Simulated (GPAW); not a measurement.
# CsPbCl3 (Pm-3m): least direct gap against volume

The cell of CsPbCl3 (Pm-3m) is scaled evenly and the response computed anew at each volume, on one mesh. The atoms keep their fractional positions.

Symmetry: Pm-3m, No. 221, cubic system. Conventional cell: a = 5.605 Å, b = 5.605 Å, c = 5.605 Å, α = 90.00°, β = 90.00°, γ = 90.00°. Pb on site b has 6 Cl at 2.80 Å as nearest neighbours. Around Cs on site a lie 12 Cl at 3.96 Å. Around Cl on site c lie 2 Pb at 2.80 Å.

Method: GPAW 26.7.0, PBE, RPA, k-mesh 6×6×6, local fields up to 50 eV, Lorentzian half width 0.15 eV.

Launch of the response step: `OMP_NUM_THREADS=1 python df.py`. The series took 75.4 min in all, its band step included, on 1 thread of Arm Neoverse N1 (shared host).

```
V/V₀  V (Å³, primitive cell)  least direct gap (eV)
0.94                  165.52                  1.560
0.97                  170.80                  1.722
1.00                  176.09                  1.866
1.03                  181.37                      ?
1.06                  186.65                  2.109
```

For small changes the quantity should be close to linear in ln V.

Working, on the rows shown:

| x = ln(V/V₀) | y = least direct gap |
| --- | --- |
| -0.0618754 | 1.56 |
| -0.0304592 | 1.722 |
| 0 | 1.866 |
| 0.0582689 | 2.109 |

Means: x̄ = -0.0085164, ȳ = 1.8142. Σ(x − x̄)(y − ȳ) = 0.03572, Σ(x − x̄)² = 0.007861. Slope = 0.03572 / 0.007861 = 4.543; intercept = ȳ − slope · x̄ = 1.8529. The line misses the rows shown by at most 0.013 eV.

Q: Predict the last column of the withheld row from the fit.

A: At x = 0.029559 the line gives y = 1.9872 eV. The run gave 1.995 eV, so the interpolation is off by 0.0078 eV, 1.4 % of the range in the table.

Between the rows on either side of x = 0 the slope is (1.995 − 1.722) / (0.029559 − (-0.030459)) = 4.549. That is a volume deformation potential of 4.5 eV: the least direct gap on this mesh narrows by 45 meV for each per cent of compression. Spin-orbit coupling is left out.

[Logs are printed without paths, hosts, clocks, repeated set-up lines and the standing remarks that a program may print on its own settings, such as how far it seeks lower states.]
